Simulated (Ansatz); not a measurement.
# Lattice dynamics of HfBRh3 (Pm-3m), part 2 of 2

Aim: the phonons of HfBRh3 (Pm-3m) at a cell relaxed beforehand at this level. After the zone centre comes a 2×2×2 q mesh on a 12×12×12 k mesh.

Ansatz 0.2.0; DFT PBEsol, scalar-relativistic, plane waves, PAW; PAW set soft_1.

So far. Step 2 (Zone-centre response): Before it was imposed, the acoustic sum rule was missed by 2.5e-5 eV/Å². Small misses are needed for a sound result but don't prove that mesh and cutoff are converged. The lowest optical mode is real, 108 cm⁻¹.

## 3. Phonons on a q mesh

Stability and thermal properties need the whole zone. Linear response on a 2×2×2 q mesh gives force constants as far as a supercell of that size would.

File input.yaml:

```yaml
crystal:
  lattice:
    - [4.0784611211, 0.0, 0.0]
    - [0.0, 4.0784611211, 0.0]
    - [0.0, 0.0, 4.0784611211]
  atoms:
    - { symbol: Hf, position: [0.0, 0.0, 0.0] }
    - { symbol: B, position: [0.5, 0.5, 0.5] }
    - { symbol: Rh, position: [0.0, 0.5, 0.5] }
    - { symbol: Rh, position: [0.5, 0.5, 0.0] }
    - { symbol: Rh, position: [0.5, 0.0, 0.5] }
kpoints:
  mp_grid: { grid: [12, 12, 12] }
hamiltonian:
  xc: pbesol
  pseudopotentials: { kind: paw, azcp: { folder: soft_1 }, xc_functional: pbe }
scf:
  occupations: { method: methfessel_paxton, width: 0.2 }
output:
  eigenvalues: true
phonons:
  method: dfpt
  qmesh: [2, 2, 2]
  temperatures: { t_max: 1000, t_step: 50 }
  qpath:
    path:
      - [[0.0, 0.0, 0.0], [0.0, 0.5, 0.0], [0.5, 0.5, 0.0], [0.0, 0.0, 0.0], [0.5, 0.5, 0.5], [0.0, 0.5, 0.0]]
      - [[0.5, 0.5, 0.5], [0.5, 0.5, 0.0]]
    npoints: 10
```

Launch:

```console
ansatz run input.yaml --threads 4 --pin off --max-ram 10240MiB --backend cpu --events-out ev --progress --plain --runs-dir out
```

Numbers of over 12 decimals in the logs are rounded to 6 here.

What it wrote:

```text
[...]
Crystal: 5 atoms, lattice volume = 67.840 Å³
Basis set: ecut = 420 eV, 1357 PW (Γ), exchange–correlation on 60×60×60 points (8 copies of the dense FFT grid, shifted against one another)
Bands: 48, of which v1, the nominal top of the filled ones, is band 40 counted from 1 (39 counted from 0)
Symmetry: 48 space group operations
k-points: 84 of 1728
[...]
SCF iter   1: F=—  HF=-34786.639166 eV  |F-HF|=—  |Δ(HF+E_count)|=         —  Δρ=3.35e-1  dr2=1.40e2  ethr=3.10e-3  ⟨swp⟩=4.9  Hψ=12045  notcnv=0
[...]
SCF iter  13: F=-34771.750037 eV  HF=-34771.750037 eV  |F-HF|=0.00e0  |Δ(HF+E_count)|=  7.28e-12  S|Δr|=    0.00e0  Δρ=5.90e-8  dr2=2.89e-12  ethr=1.00e-12  ⟨swp⟩=8.7  Hψ=18629  notcnv=0
SCF 1 converged in 13 iterations: F = -34771.750037 eV  dr2 = 2.89e-12
[...]
iter 1 solved again at ethr=1.14e-7 eV; its pass at ethr=3.10e-3 eV (dr2=9.13e-5 eV) is discarded
SCF iter   1: F=—  HF=-34771.750040 eV  |F-HF|=—  |Δ(HF+E_count)|=         —  Δρ=5.80e-7  dr2=1.30e-10  ethr=1.14e-7  ⟨swp⟩=3.0  Hψ=22208  notcnv=0
eigensolver tolerance schedule: the retry pair's looser diagonalisation over-reported the residual by 699819.15 of it (diagonalisation noise at an unbounded share of the residual, at the tolerance the schedule requests for it); recorded, not acted on — ethr = c·dr2/N_el stays at c = 1.0e-1
[...]
SCF iter   2: F=—  HF=-34771.750037 eV  |F-HF|=—  |Δ(HF+E_count)|=   2.40e-6  S|Δr|=    0.00e0  Δρ=4.35e-7  dr2=7.72e-11  ethr=1.00e-12  ⟨swp⟩=3.3  Hψ=10960  notcnv=0
[...]
SCF iter   5: F=-34771.750037 eV  HF=-34771.750037 eV  |F-HF|=0.00e0  |Δ(HF+E_count)|=  1.46e-11  S|Δr|=    0.00e0  Δρ=4.78e-8  dr2=8.90e-13  ethr=1.00e-12  ⟨swp⟩=3.2  Hψ=8544  notcnv=0
SCF 2 converged in 5 iterations: F = -34771.750037 eV  dr2 = 8.90e-13
[...]
phonons: the bands overlap, so this run is a metal and interpolates without the dipole-dipole term. If the crystal is really an insulator or semiconductor, its LO-TO splitting is missing
NSCF: frozen V_eff on 84 k-points
[...]
DFPT response loops at q = (0, 0, 0) (fractional): preconditioner auto → Kerker (q_TF=auto, 2.804 Å⁻¹) (partly filled bands, converged f_vac=0.000); β = 1.00, the filter's whole step (`scf.mixing.beta` (0.50) is not read by the response loops under this deck's `scf.mixing.preconditioner`; to damp them name `kerker` or `kerker_dos`, under which they read `scf.mixing.beta`, and type it under 1.00, their step now; both keys bind the ground state too); Broyden in place of MSR1
[...]
SCF converged after 13 iterations
[...]
Free energy (F): -34771.750037 eV
[...]
Internal energy: -34771.756405 eV  (E = F + TS)
E sigma→0 (E₀):  -34771.751629 eV
Entropy (-TS):   0.006368 eV (1.274 meV/atom)
Fermi energy:    20.838856 eV
[...]
--- Band table (eV; the first three rows and the last of 84) ---
  k-point 0: bands = [... 36 lower, 19.4723, 19.4723, 20.7552, 20.7844, 20.7844, 20.7844, 23.4885, 23.4885, ... 4 higher]
  k-point 1: bands = [... 36 lower, 19.2547, 19.7577, 20.6988, 20.7845, 21.0154, 21.0154, 23.4461, 23.5534, ... 4 higher]
  k-point 2: bands = [... 36 lower, 19.0442, 19.8094, 20.5313, 20.7850, 21.4478, 21.4478, 23.3295, 23.6470, ... 4 higher]
  k-point 83: bands = [... 36 lower, 20.5870, 20.5870, 20.5870, 21.0225, 21.0225, 21.0225, 22.3689, 22.3689, ... 4 higher]
--- Phonons (Γ-DFPT): 4 representative perturbations + reference (Σ response iterations 14) ---
  ASR residual: 2.796e-5 → 0.000e0 eV/Å²; symmetrization residual: 9.455e-6 eV/Å²
  ASR residual per site (eV/Å²): 5.32e-6 3.90e-6 2.80e-5 2.80e-5 2.80e-5
[...]
--- Phonons (arbitrary-q DFPT): 4 irreducible q on the 2×2×2 mesh ---
  q = [0.0000, 0.0000, 0.0000] (star 1, of the zone-centre solve; hermiticity 8.40e-7, symmetrization 6.74e-12): -0.00 0.00 0.00 107.61 107.61 107.61 128.79 128.79 128.79 140.02 140.02 140.02 587.79 587.79 587.79
  q = [0.0000, 0.0000, -0.5000] (star 3, 9 solved perturbations in 2646 linear systems a pass and spin channel, the states on 343 of 1728 k-point pairs; hermiticity 7.96e-7, symmetrization 8.35e-13): 88.43 88.43 104.40 104.40 112.70 112.70 125.26 131.08 149.14 149.14 154.61 257.14 589.83 589.83 705.12
[...]
sum rule: each row above includes the acoustic sum rule's correction from the zone centre's row sums; it moved no ω² by more than (0.31 cm⁻¹)²
  mesh force constants: q→R imaginary residual 3.54e-18; ASR residual 2.796e-5 → 0.000e0 eV/Å²; symmetrization residual 2.487e-14 eV/Å²
  interpolated dispersion: 62 rows × 15 modes
  density of states and harmonic sums: on the 16×16×16 q-mesh, interpolated from the force constants of a 2×2×2 supercell (no non-analytic term)
  largest difference from the sums on the solved wave vectors: F 5.79e-2 eV, S 9.02e-5 and C_V 3.22e-5 eV/K
  zero-point energy: 0.221313 eV/cell   skipped modes (ω ≤ 0): 3   left out of the sums: 4.88e-5 of the cell's modes: C_V's classical limit lies that fraction below 3 k_B per atom; for a crystal, a wire or a layer, F and S can be off by more, and a phonons.interpolated_qmesh denser along its periods is the remedy for the sampling
```

Run time: 15 min. Hardware: 4 threads of Arm Neoverse V1, shared host; peak memory 2.8 GiB; 58 min of CPU time.

This step gave:

```
sum-rule residual before enforcement                       : 2.80e-5 eV/Å²
lowest frequency on the path                               : 0 cm⁻¹
highest frequency on the path or at a solved wavevector    : 715.9 cm⁻¹
mean frequency                                             : 238 cm⁻¹
Debye temperature (second moment)                          : 590 K
logarithmic mean frequency                                 : 176.4 cm⁻¹
lowest mode on the q mesh (acoustic modes at Γ apart)      : 74.47 cm⁻¹
zero-point energy per atom                                 : 44.26 meV
heat capacity at 300 K                                     : 21.55 J/(mol atoms K)
vibrational entropy at 300 K                               : 31.13 J/(mol atoms K)
edges of the widest gap between branches, on path and mesh : 319.8, 587.8 cm⁻¹
```

Frequencies (cm⁻¹) solved at each irreducible wavevector; negative means imaginary. Frequencies by wavevector, by row:

| q in reciprocal lattice units | star | mode 1 | mode 2 | mode 3 | mode 4 | mode 13 | mode 14 | mode 15 |
| --- | --- | --- | --- | --- | --- | --- | --- | --- |
| 0 0 0 | 1 | 0 | 0 | 0 | 107.6 | 587.8 | 587.8 | 587.8 |
| 0 0 -0.5 | 3 | 88.4 | 88.4 | 104.4 | 104.4 | 589.8 | 589.8 | 705.1 |
| 0 -0.5 -0.5 | 3 | 74.5 | 99.9 | 99.9 | 102.7 | 588.6 | 700.1 | 700.1 |
| -0.5 -0.5 -0.5 | 1 | 84 | 84 | 84 | 88.8 | 715.9 | 715.9 | 715.9 |

Interpolated from a 2×2×2 q mesh, rough between the solved points. The phonon branches at the labelled points (cm⁻¹):

| point | branch 1 | branch 2 | branch 3 | branch 4 | branch 12 | branch 13 | branch 14 | branch 15 |
| --- | --- | --- | --- | --- | --- | --- | --- | --- |
| Γ | 0 | 0 | 0 | 108 | 140 | 588 | 588 | 588 |
| halfway | 55 | 55 | 99 | 108 | 215 | 589 | 589 | 646 |
| X | 88 | 88 | 104 | 104 | 257 | 590 | 590 | 705 |
| halfway | 84 | 96 | 100 | 111 | 269 | 589 | 644 | 703 |
| M | 74 | 100 | 100 | 103 | 291 | 589 | 700 | 700 |
| halfway | 76 | 83 | 104 | 105 | 234 | 589 | 645 | 645 |
| Γ | 0 | 0 | 0 | 108 | 140 | 588 | 588 | 588 |
| halfway | 89 | 89 | 101 | 101 | 252 | 646 | 646 | 647 |
| R | 84 | 84 | 84 | 89 | 320 | 716 | 716 | 716 |
| halfway | 88 | 93 | 97 | 101 | 282 | 648 | 648 | 705 |
| X | 88 | 88 | 104 | 104 | 257 | 590 | 590 | 705 |
| jump to R | 84 | 84 | 84 | 89 | 320 | 716 | 716 | 716 |
| halfway | 82 | 93 | 93 | 94 | 302 | 652 | 708 | 708 |
| M | 74 | 100 | 100 | 103 | 291 | 589 | 700 | 700 |

Tetrahedra on a 16×16×16 mesh, mean over bins of 10 cm-1. Interpolated from a 2×2×2 q mesh, rough between the solved points. Phonon density of states against wavenumber; read off at these points:

```csv
wavenumber (cm⁻¹),phonon density of states (1/cm⁻¹/cell)
5,3.0e-5
25,8.3e-4
55,0.00622
75,0.0275
105,0.166
125,0.0963
155,0.0695
175,0.0242
205,0.0295
225,0.00764
245,0.00803
275,0.0135
295,0.00825
325,0
345,0
375,0
395,0
425,0
445,0
475,0
495,0
515,0
545,0
565,0
595,0.0486
615,0.0190
645,0.0180
665,0.0175
695,0.0338
715,0.00293
```

The partial phonon density of states has structure finer than the step of the table below, so its rows give means over 20 cm⁻¹, whole bins alone (the curve runs from -10 to 745 cm⁻¹). Peaks (cm⁻¹: height): B 593.1: 0.0383, 612.1: 0.0299, 640.5: 0.0300, 669.0: 0.0283, 697.5: 0.0343; Hf 99.2: 0.0950; Rh 113.5: 0.0897, 213.2: 0.0325.

Phonopy on the run's constants, 13x13x13 mesh, Gaussian sigma 5.4 cm-1. Interpolated from a 2×2×2 q mesh, rough between the solved points. Partial phonon density of states against wavenumber; means over each step; values in 1/cm⁻¹/cell:

```csv
wavenumber (cm⁻¹),B,Hf,Rh
0,2.5e-7,3.3e-5,5.6e-5
20,1.4e-5,2.5e-4,4.0e-4
40,5.3e-5,0.00124,0.00184
60,1.1e-4,0.00391,0.00540
80,1.4e-4,0.0262,0.0383
100,3.2e-4,0.0817,0.0670
120,4.6e-4,0.0295,0.0851
140,0.00167,0.00604,0.0822
160,0.00229,7.1e-4,0.0508
180,0.00161,2.3e-4,0.0234
200,9.6e-4,1.6e-4,0.0253
220,3.9e-4,4.0e-5,0.0195
240,2.5e-4,1.0e-5,0.00732
260,2.9e-4,6.5e-6,0.0138
280,2.1e-4,0,0.0128
300,7.5e-5,0,0.00662
320,8.4e-6,0,0.00122
340,0,0,7.3e-6
360,0,0,0
380,0,0,0
400,0,0,0
420,0,0,0
440,0,0,0
460,0,0,0
480,0,0,0
500,0,0,0
520,0,0,0
540,0,0,0
560,8.7e-6,0,8.8e-7
580,0.00946,0,0.00142
600,0.0267,6.8e-7,0.00360
620,0.0163,4.1e-6,0.00162
640,0.0196,7.1e-6,0.00119
660,0.0156,1.0e-5,4.8e-4
680,0.0191,1.3e-5,3.3e-4
700,0.0300,1.7e-5,1.5e-4
720,0.00438,2.1e-6,7.9e-6
```

Harmonic thermodynamic functions per atom, from the density of states. Interpolated from a 2×2×2 q mesh, rough between the solved points. Thermodynamic functions, by row:

```csv
T (K),F_vib (meV/atom),S (J/mol-atom/K),C_V (J/mol-atom/K)
0,44.26,0,0
50,43.84,3.16,7.476
100,40.17,10.95,14.63
200,22.23,22.82,19.35
300,-5.94,31.13,21.55
400,-41.64,37.51,22.75
500,-83.28,42.67,23.43
600,-129.8,46.98,23.85
700,-180.5,50.68,24.12
800,-234.7,53.91,24.3
900,-292.1,56.78,24.43
1000,-352.3,59.36,24.52
```

Harmonic mean-square displacement, third of the trace. Interpolated from a 2×2×2 q mesh, rough between the solved points. Mean square displacements, by row:

```csv
T (K),Hf1 U_eq (Å²),B2 U_eq (Å²),Rh3 U_eq (Å²),Rh4 U_eq (Å²),Rh5 U_eq (Å²)
0,9.70e-4,0.00287,0.00124,0.00124,0.00124
100,0.00168,0.00311,0.00188,0.00188,0.00188
300,0.00445,0.00448,0.0047,0.0047,0.0047
600,0.00879,0.00738,0.0092,0.0092,0.0092
```

Symmetry leaves 4 wavevectors to solve. The lowest mode among them, the acoustic zeros apart, lies at q = (0, -0.5, -0.5) and is real, 74.5 cm⁻¹.

## 4. Another isotope, element B, natural mass 10.81 amu

An isotope changes the mass and not the force constants, so no new electronic calculation is needed; the shifts show which modes move this element.

The same force constants with the mass of B changed from 10.810 to 10.013 u (phonopy, no LO-TO term). Both lists are sorted by frequency; levels can cross, so a row need not hold one and the same mode. Modes under 3 cm⁻¹ are left out. Isotope shifts, by row, the first 40 of 57 rows:

```
          q  rank  natural mass (cm⁻¹)  changed mass (cm⁻¹)
      0 0 0     4                107.6                107.7
      0 0 0     5                107.6                107.7
      0 0 0     6                107.6                107.7
      0 0 0     7                128.8                128.8
      0 0 0     8                128.8                128.8
      0 0 0     9                128.8                128.8
      0 0 0    10                  140                140.6
      0 0 0    11                  140                140.6
      0 0 0    12                  140                140.6
      0 0 0    13                587.8                607.6
      0 0 0    14                587.8                607.6
      0 0 0    15                587.8                607.6
   0 0 -0.5     1                88.43                88.43
   0 0 -0.5     2                88.43                88.43
   0 0 -0.5     3                104.4                104.6
   0 0 -0.5     4                104.4                104.6
   0 0 -0.5     5                112.7                112.7
   0 0 -0.5     6                112.7                112.7
   0 0 -0.5     7                125.3                125.3
   0 0 -0.5     8                131.1                131.1
   0 0 -0.5     9                149.1                149.6
   0 0 -0.5    10                149.1                149.6
   0 0 -0.5    11                154.6                154.6
   0 0 -0.5    12                257.1                257.1
   0 0 -0.5    13                589.8                609.8
   0 0 -0.5    14                589.8                609.8
   0 0 -0.5    15                705.1                732.6
0 -0.5 -0.5     1                74.47                74.47
0 -0.5 -0.5     2                 99.9                 99.9
0 -0.5 -0.5     3                 99.9                 99.9
0 -0.5 -0.5     4                102.7                102.7
0 -0.5 -0.5     5                  115                  115
0 -0.5 -0.5     6                  115                  115
0 -0.5 -0.5     7                125.6                125.6
0 -0.5 -0.5     8                125.6                125.6
0 -0.5 -0.5     9                142.8                143.5
0 -0.5 -0.5    10                177.3                177.3
0 -0.5 -0.5    11                214.3                214.3
0 -0.5 -0.5    12                291.1                291.1
0 -0.5 -0.5    13                588.6                608.6
```

A mode of this element alone would shift by +3.90 %. The highest zone-centre frequency without the field goes from 587.8 to 607.6 cm⁻¹ (+3.4 %). The product of the frequency ratios over all optical modes at Γ is 1.119; the product rule, (m/m′)^(3k/2) (M′/M)^(3/2) with k = 1 such atoms and M the mass of the cell, gives 1.119.

## 5. Isotope substitution, element Hf, natural mass 178.486 amu

The same for Hf, from 178.49 to 173.94 u.

The same force constants with the mass of Hf changed from 178.486 to 173.940 u (phonopy, no LO-TO term). Both lists are sorted by frequency; levels can cross, so a row need not hold one and the same mode. Modes under 3 cm⁻¹ are left out. Isotope shifts, by row, the first 40 of 57 rows:

```
          q  rank  natural mass (cm⁻¹)  changed mass (cm⁻¹)
      0 0 0     4                107.6                108.5
      0 0 0     5                107.6                108.5
      0 0 0     6                107.6                108.5
      0 0 0     7                128.8                128.8
      0 0 0     8                128.8                128.8
      0 0 0     9                128.8                128.8
      0 0 0    10                  140                  140
      0 0 0    11                  140                  140
      0 0 0    12                  140                  140
      0 0 0    13                587.8                587.8
      0 0 0    14                587.8                587.8
      0 0 0    15                587.8                587.8
   0 0 -0.5     1                88.43                89.27
   0 0 -0.5     2                88.43                89.27
   0 0 -0.5     3                104.4                104.4
   0 0 -0.5     4                104.4                104.4
   0 0 -0.5     5                112.7                113.1
   0 0 -0.5     6                112.7                113.1
   0 0 -0.5     7                125.3                125.3
   0 0 -0.5     8                131.1                132.8
   0 0 -0.5     9                149.1                149.1
   0 0 -0.5    10                149.1                149.1
   0 0 -0.5    11                154.6                154.6
   0 0 -0.5    12                257.1                257.1
   0 0 -0.5    13                589.8                589.8
   0 0 -0.5    14                589.8                589.8
   0 0 -0.5    15                705.1                705.1
0 -0.5 -0.5     1                74.47                74.47
0 -0.5 -0.5     2                 99.9                100.7
0 -0.5 -0.5     3                 99.9                100.7
0 -0.5 -0.5     4                102.7                104.1
0 -0.5 -0.5     5                  115                115.6
0 -0.5 -0.5     6                  115                115.6
0 -0.5 -0.5     7                125.6                125.6
0 -0.5 -0.5     8                125.6                125.6
0 -0.5 -0.5     9                142.8                142.8
0 -0.5 -0.5    10                177.3                177.3
0 -0.5 -0.5    11                214.3                214.3
0 -0.5 -0.5    12                291.1                291.1
0 -0.5 -0.5    13                588.6                588.6
```

A mode of this element alone would shift by +1.30 %. The highest zone-centre frequency without the field goes from 587.8 to 587.8 cm⁻¹ (+0.0 %). The product of the frequency ratios over all optical modes at Γ is 1.025; the product rule, (m/m′)^(3k/2) (M′/M)^(3/2) with k = 1 such atoms and M the mass of the cell, gives 1.025.

## 6. Results

```json
{
 "space group (within 0.01 Å)": "Pm-3m",
 "volume per atom": "13.6 Å³",
 "electronic character": "no gap on this mesh",
 "highest optical mode at the zone centre (no LO-TO term)": "588 cm⁻¹",
 "lowest optical zone-centre mode": "108 cm⁻¹",
 "lowest mode on the q mesh (acoustic modes at Γ apart)": "74.5 cm⁻¹",
 "highest frequency on the path or at a solved wavevector": "716 cm⁻¹",
 "zero-point energy per atom": "44.3 meV",
 "heat capacity at 300 K": "21.5 J/(mol atoms K)",
 "vibrational entropy at 300 K": "31.1 J/(mol atoms K)",
 "Debye temperature (second moment)": "590 K",
 "imaginary modes on the 2×2×2 q mesh": "none"
}
```

In words: The structure is a minimum as far as tested: no mode is imaginary at the 4 irreducible wavevectors of the 2×2×2 mesh, and the softest away from the acoustic zeros lies at 74 cm⁻¹. The optical modes at Γ span 108 to 588 cm⁻¹. The highest mode in this list at Γ, 587.8 cm⁻¹, is mostly motion of B (86 % of the kinetic energy). On the path and the mesh, the widest gap between branches runs from 320 to 588 cm⁻¹. The q mesh stands for a supercell only 8.2 Å across, so branches between the solved wavevectors are rough. With no gap, or one that is small against the smearing, the frequencies hang on the k mesh and the smearing, most of all near Kohn anomalies. Spin-orbit coupling is left out, which can matter for the heavy elements here. The PAW files were made for PBE and serve the other functionals too. These are harmonic frequencies at zero temperature: anharmonic shifts, linewidths and thermal expansion are left out.

[Logs are printed without paths, hosts, clocks, repeated set-up lines and the standing remarks that a program may print on its own settings, such as how far it seeks lower states.]

[Hosts, paths, dates, database ids (printed as entryN), source tags and the programs' standing remarks are cut or masked in the printed files.]
